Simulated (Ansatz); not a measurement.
## PtC (model cell, started as rocksalt type): a soft mode frozen in

Which phase does PtC (model cell, started as rocksalt type) fall into along its unstable mode, and how much energy does it gain?

Program: Ansatz 0.2.0. Level of theory: DFT PBEsol, scalar-relativistic, plane waves, PAW. Results are calculated unless marked as measured.

Most raw output is cut from this account.

The structure was built from a prototype and need not be the compound's stable phase.

## Step 1: The structure

Symmetry: Fm-3m, No. 225, cubic system. The conventional cell has a = 4.417 Å, b = 4.417 Å, c = 4.417 Å, α = 90.00°, β = 90.00°, γ = 90.00°. Nearest to Pt lie 6 C at 2.21 Å. Nearest to C lie 6 Pt at 2.21 Å. Farther neighbours are not listed.

## Step 2: Response at finite wavevector

The cell comes from relaxations at this level that are not shown. Stability and thermal properties need the whole zone. Linear response on a 4×4×4 q mesh gives force constants as far as a supercell of that size would.

input.yaml reads:

```yaml
crystal:
  lattice:
    - [0.0, 2.2083183167, 2.2083183167]
    - [2.2083183167, 0.0, 2.2083183167]
    - [2.2083183167, 2.2083183167, 0.0]
  atoms:
    - { symbol: Pt, position: [0.0, 0.0, 0.0] }
    - { symbol: C, position: [0.5, 0.5, 0.5] }
kpoints:
  mp_grid: { grid: [16, 16, 16] }
hamiltonian:
  xc: pbesol
scf:
  occupations: { method: methfessel_paxton, width: 0.2 }
output:
  eigenvalues: true
phonons:
  method: dfpt
  qmesh: [4, 4, 4]
  temperatures: { t_max: 1000, t_step: 50 }
  qpath:
    path:
      - [[0.0, 0.0, 0.0], [0.5, 0.0, 0.5], [0.625, 0.25, 0.625]]
      - [[0.375, 0.375, 0.75], [0.0, 0.0, 0.0], [0.5, 0.5, 0.5], [0.5, 0.25, 0.75], [0.5, 0.0, 0.5]]
    npoints: 10
```

On the command line:

```console
ansatz run input.yaml --threads 4 --pin off --max-ram 7168MiB --backend cpu --events-out ev --progress --plain --runs-dir out
```

The job ended after 4.1 min (4 threads of Arm Neoverse V2, shared host; peak memory 3.2 GiB).

Numbers from this step:

* volume per atom: 10.77 Å³
* gap on the k-mesh: 0 eV
* sum-rule residual before enforcement: 2.87e-5 eV/Å²
* lowest frequency on the path: -543.7 cm⁻¹
* point group: m-3m
* highest frequency on the path or at a solved wavevector: 497.6 cm⁻¹
* highest optical mode at the zone centre (no LO-TO term): -543.7 cm⁻¹
* lowest optical zone-centre mode: -543.7 cm⁻¹
* lowest mode on the q mesh (acoustic modes at Γ apart): -543.7 cm⁻¹

Frequencies (cm⁻¹) solved at each irreducible wavevector; negative means imaginary. Frequencies by wavevector, by row:

| q in reciprocal lattice units | star | mode 1 | mode 2 | mode 3 | mode 4 | mode 5 | mode 6 |
| --- | --- | --- | --- | --- | --- | --- | --- |
| 0 0 0 | 1 | -543.7 | -543.7 | -543.7 | 0 | 0 | 0 |
| 0 0 0.25 | 8 | -141.9 | 39.6 | 39.6 | 186.2 | 264.4 | 264.4 |
| 0 0 -0.5 | 4 | 100.1 | 100.1 | 122.8 | 430.1 | 430.1 | 473.1 |
| 0 0.25 0.25 | 6 | -512 | -512 | 31.2 | 31.2 | 94.1 | 407.6 |
| 0 0.25 -0.5 | 24 | 56.1 | 77.1 | 87 | 240.8 | 323.6 | 331.3 |
| 0 0.25 -0.25 | 12 | -413.9 | 66 | 84.6 | 93.5 | 408.8 | 440.8 |
| 0 -0.5 -0.5 | 3 | -478.7 | -478.7 | -409.8 | -52.6 | -52.6 | 194.6 |
| 0.25 -0.5 -0.25 | 6 | -427 | -427 | 42.9 | 79.3 | 79.3 | 416.7 |

Interpolated from a 4×4×4 q mesh. Phonon branches along the path, in cm⁻¹:

| point | branch 1 | branch 2 | branch 3 | branch 4 | branch 5 | branch 6 |
| --- | --- | --- | --- | --- | --- | --- |
| Γ | -544 | -544 | -544 | 0 | 0 | 0 |
| halfway | -512 | -512 | 31 | 31 | 94 | 408 |
| X | -479 | -479 | -410 | -53 | -53 | 195 |
| halfway | -383 | -374 | -350 | -8 | 14 | 176 |
| U | -325 | -90 | -77 | 121 | 193 | 287 |
| jump to K | -325 | -90 | -77 | 121 | 193 | 287 |
| halfway | -424 | 65 | 68 | 85 | 365 | 368 |
| Γ | -544 | -544 | -544 | 0 | 0 | 0 |
| halfway | -142 | 40 | 40 | 186 | 264 | 264 |
| L | 100 | 100 | 123 | 430 | 430 | 473 |
| halfway | 70 | 83 | 101 | 268 | 280 | 498 |
| W | -427 | -427 | 43 | 79 | 79 | 417 |
| halfway | -422 | -376 | -118 | 34 | 130 | 153 |
| X | -479 | -479 | -410 | -53 | -53 | 195 |

Symmetry leaves 8 wavevectors to solve. The lowest mode among them, the acoustic zeros apart, lies at Γ and is imaginary, 543.7i cm⁻¹, so the energy falls along it.

## Step 3: The mode frozen in, largest atomic shift 0 Å

The mode followed lies at Γ with frequency 543.7i cm⁻¹ and is 3-fold degenerate, the softest among the wavevectors solved. At small amplitude the distorted cell has space group no. 160 by a symmetry search on the positions. The undistorted cell that holds it gives the zero of energy on the same k mesh.

input.yaml, the sections that differ from step 2:

```yaml
output:
  forces: true
  stress: true
  eigenvalues: true
# crystal, kpoints, hamiltonian, scf: as in step 2
# phonons: removed
```

Elapsed: 0.66 s, on 4 threads; peak memory 0.32 GiB.

This step gave:

* pressure: 0.004271 GPa
* energy from the undistorted cell: 0 meV/atom

The run ends at a pressure of 0.00 GPa.

## Step 4: The mode frozen in, largest atomic shift 0.32 Å

The atoms are moved along the unstable eigenvector, the largest shift by 0.32 Å, with the cell fixed.

input.yaml, the sections that differ from step 3:

```yaml
crystal:
  lattice:
    - [0.0, 2.2083183167, 2.2083183167]
    - [2.2083183167, 0.0, 2.2083183167]
    - [2.2083183167, 2.2083183167, 0.0]
  atoms:
    - { symbol: Pt, position: [0.0077263869, -0.0025754623, -0.0025754623] }
    - { symbol: C, position: [0.3745071636, 0.5418309455, 0.5418309455] }
# kpoints, hamiltonian, scf, output: as in step 3
```

It took 2.4 s on 4 threads; peak memory 0.44 GiB.

Numbers from this step:

```
pressure                         : 9.986 GPa
energy from the undistorted cell : -116.7 meV/atom
```

The energy, extrapolated to zero smearing, is -116.69 meV/atom against the undistorted cell.

The run ends at a pressure of 9.99 GPa, with forces up to 0.37 eV/Å.

## Step 5: Energy along the mode, all amplitudes (two of the runs are shown above)

An imaginary frequency means negative curvature, so the energy should fall and then rise again as anharmonic terms take over.

This step gave:

```yaml
depth_at_the_lowest_point_sampled: 116.7 meV/atom
largest_atomic_shift_at_that_point: 0.32 Å
```

Table of energy from the parent by largest atomic shift:

| largest atomic shift (Å) | energy from the parent (meV/atom) |
| --- | --- |
| 0.000 | 0 |
| 0.040 | -5.39 |
| 0.080 | -21.0 |
| 0.140 | -56.4 |
| 0.220 | -103 |
| 0.320 | -117 |
| 0.450 | -34.1 |
| 0.600 | 166 |

Displacement at unit largest shift by atom:

| atom | x (Å) | y (Å) | z (Å) | size |
| --- | --- | --- | --- | --- |
| Pt1 | -0.036 | 0.036 | 0.036 | 0.062 |
| C2 | 0.577 | -0.577 | -0.577 | 0.999 |

The lowest of the steps tried is at 0.32 Å, 117 meV/atom below the parent; the bottom of the well need not coincide with a step.

## Step 6: Relaxation from the frozen mode

Starting from the lowest point found, all atoms and the cell are let go, so that strain and other modes of the same symmetry can join in.

input.yaml: that of step 4 with these lines changed.

```diff
@@ -18 +18,6 @@
   eigenvalues: true
+relax:
+  adjacent_minimum: "off"
+  f_tol: 0.002
+  max_steps: 120
+  cell: { stress_tol: 0.03 }
```

Elapsed: 32 s, on 4 threads; peak memory 0.49 GiB.

Relaxation path:

| step | energy less that of the first step (eV) | largest force component (eV/Å) | pressure (GPa) | volume (Å³) |
| --- | --- | --- | --- | --- |
| 1 | 0.0000 | 0.2116 | 9.99 | 21.54 |
| 2 | -0.0838 | 0.0850 | -0.56 | 22.36 |
| 3 | -0.1140 | 0.1843 | -1.01 | 22.43 |
| 4 | -0.1208 | 0.1048 | -0.37 | 22.51 |
| 5 | -0.1224 | 0.0170 | 0.08 | 22.61 |
| 6 | -0.1224 | 0.0018 | -0.01 | 22.65 |
| 7* | -0.1306 | 0.0024 | 0.45 | 22.65 |
| 8 | -0.1314 | 0.0124 | -0.10 | 22.76 |
| 9 | -0.1314 | 0.0004 | -0.02 | 22.78 |
| 10* | -0.1316 | 0.0005 | -0.03 | 22.78 |
| 11 | -0.1316 | 0.0008 | -0.01 | 22.78 |
| 12* | -0.1316 | 0.0008 | -0.01 | 22.78 |

Relaxation steps marked * repeat the geometry before them on a plane-wave basis chosen anew for their cell, so energy and pressure can jump there.

Forces are held to the 6 operations that the run works with; a distortion that breaks them can't arise in this run.

| cell as run | before | after | change |
| --- | --- | --- | --- |
| a (Å) | 3.123 | 3.365 | +7.8 % |
| b (Å) | 3.123 | 3.024 | -3.2 % |
| c (Å) | 3.123 | 3.024 | -3.2 % |
| β (°) | 60.00 | 63.31 | +5.5 % |
| γ (°) | 60.00 | 63.31 | +5.5 % |
| volume (Å³/atom) | 10.77 | 11.39 | +5.8 % |

The atoms that moved most (Å, as changes of fractional coordinates times the final cell):

| atom | dx | dy | dz | length |
| --- | --- | --- | --- | --- |
| Pt1 | -0.007 | 0.007 | 0.007 | 0.013 |
| C2 | 0.007 | -0.007 | -0.007 | 0.013 |

Final coordinates:

```cif
data_structure
_symmetry_space_group_name_H-M 'P 1'
_symmetry_Int_Tables_number 1
_cell_length_a 3.3654
_cell_length_b 3.0235
_cell_length_c 3.0235
_cell_angle_alpha 60.000
_cell_angle_beta 63.307
_cell_angle_gamma 63.307
_cell_volume 22.78
loop_
_atom_site_label
_atom_site_type_symbol
_atom_site_fract_x
_atom_site_fract_y
_atom_site_fract_z
_atom_site_occupancy
Pt1 Pt 0.01219 0.99594 0.99594 1
C2 C 0.37005 0.54332 0.54332 1
```

Numbers from this step:

| Item | Value |
| --- | --- |
| pressure | -0.007899 GPa |
| volume per atom | 11.39 Å³ |

The distorted start has space group R3m; the relaxation ends in R3m.

## Step 7: The new phase in its own primitive cell

The relaxed structure is symmetrised, reduced to its primitive cell and relaxed tightly, as its phonons need.

input.yaml, the sections that differ from step 6:

```yaml
crystal:
  lattice:
    - [1.5117721354, 0.8728220493, 2.8772965972]
    - [-1.5117721354, 0.8728220493, 2.8772965972]
    - [0.0, -1.7456440986, 2.8772965972]
  atoms:
    - { symbol: Pt, position: [0.9959376477, 0.9959376477, 0.9959376477] }
    - { symbol: C, position: [0.5433178355, 0.5433178355, 0.5433178355] }
kpoints:
  mp_grid: { grid: [18, 18, 18] }
relax:
  adjacent_minimum: "off"
  f_tol: 0.001
  max_steps: 60
  cell: { stress_tol: 0.01 }
# hamiltonian, scf, output: as in step 6
```

Elapsed: 14 s, on 4 threads; peak memory 0.55 GiB; 55 s of CPU time.

Little changed from the start: no atom moved by 0.005 Å and no cell edge by 0.1 %.

Numbers from this step:

```yaml
pressure: 0.005904 GPa
```

The largest force component left is 0.17 meV/Å and the pressure is 0.006 GPa, within the tolerances set. The cell now holds 11.39 Å³/atom.

## Step 8: Modes of the new phase, k-mesh 18×18×18

A relaxed structure may still be a saddle point, so its zone-centre modes are computed. No field response is asked, since the mesh shows no gap.

input.yaml, the sections that differ from step 7:

```yaml
crystal:
  lattice:
    - [1.5119558304, 0.8729281057, 2.8770632546]
    - [-1.5119558304, 0.8729281057, 2.8770632546]
    - [0.0, -1.7458562114, 2.8770632546]
  atoms:
    - { symbol: Pt, position: [0.9959089134, 0.9959089134, 0.9959089134] }
    - { symbol: C, position: [0.5433465698, 0.5433465698, 0.5433465698] }
output:
  eigenvalues: true
phonons:
  method: dfpt
# kpoints, hamiltonian, scf: as in step 7
# relax: removed
```

It took 54 s on 4 threads; peak memory 1.6 GiB; 3.4 min of CPU time.

This step gave:

```yaml
sum_rule_residual_before_enforcement: 3.43e-5 eV/Å²
point_group: 3m
highest_optical_mode_at_the_zone_centre_no_lo_to_term: 547.8 cm⁻¹
lowest_optical_zone_centre_mode: 539.6 cm⁻¹
```

Patterns of degenerate modes are one choice out of their space. The modes at Γ (shares of kinetic energy by element, %):

| mode | frequency (cm⁻¹) | symmetry | Pt % | C % |
| --- | --- | --- | --- | --- |
| 1 | 0.0 | acoustic | 94 | 6 |
| 2 | 0.0 | acoustic | 94 | 6 |
| 3 | 0.0 | acoustic | 94 | 6 |
| 4 | 539.6 | A1 | 6 | 94 |
| 5 | 547.8 | E | 6 | 94 |
| 6 | 547.8 | E | 6 | 94 |

Displacements in mode 4 (539.6 cm⁻¹), the largest set to 1:
```
Pt1  0.00  0.00 -0.06
C2   0.00  0.00  1.00
```

Displacements in mode 6 (547.8 cm⁻¹), the largest set to 1:
```
Pt1 -0.06  0.00  0.00
C2   1.00  0.00  0.00
```

Before it was imposed, the acoustic sum rule was missed by 3.4e-5 eV/Å². Small misses are needed for a sound result but don't prove that mesh and cutoff are converged. The lowest optical mode is real, 540 cm⁻¹.

## Step 9: Results

```json
{
  "unstable mode of the parent": "q = (0, 0, 0), 544i cm⁻¹",
  "depth at the lowest point sampled": "117 meV/atom",
  "largest atomic shift at that point": "0.32 Å",
  "space group reached (within 0.01 Å)": "R3m",
  "energy gained over the parent (first relaxation, on the mesh of the frozen mode)": "183 meV/atom",
  "volume per atom, phase reached": "11.4 Å³",
  "lowest optical zone-centre mode, phase reached": "540 cm⁻¹",
  "highest optical mode at the zone centre (no LO-TO term), phase reached": "548 cm⁻¹"
}
```

Along this mode the structure falls into R3m, 183 meV/atom below the parent. At the parent's cell the well is 116.7 meV/atom deep on the steps tried, with its lowest point at a shift of 0.32 Å. Relaxing atoms and cell changes the gain by +65.86 meV/atom against the lowest step (energies at zero smearing). The new phase has no imaginary mode at the zone centre of its cell; other wavevectors were not checked. Of the 6 patterns followed to their end from this parent, this one ends 345 meV/atom above the lowest, F-43m. Each path keeps the symmetry of its pattern, so a lower phase may lie along a pattern not tried. With no gap, or one that is small against the smearing, the frequencies hang on the k mesh and the smearing, most of all near Kohn anomalies. Spin-orbit coupling is left out, which can matter for the heavy elements here. The starting cell was built on a prototype and not taken from a measurement, so the phase need not exist.

[Logs are printed without paths, hosts, clocks, repeated set-up lines and the standing remarks that a program may print on its own settings, such as how far it seeks lower states.]

[Hosts, paths, dates, database ids (printed as entryN), source tags and the programs' standing remarks are cut or masked in the printed files.]
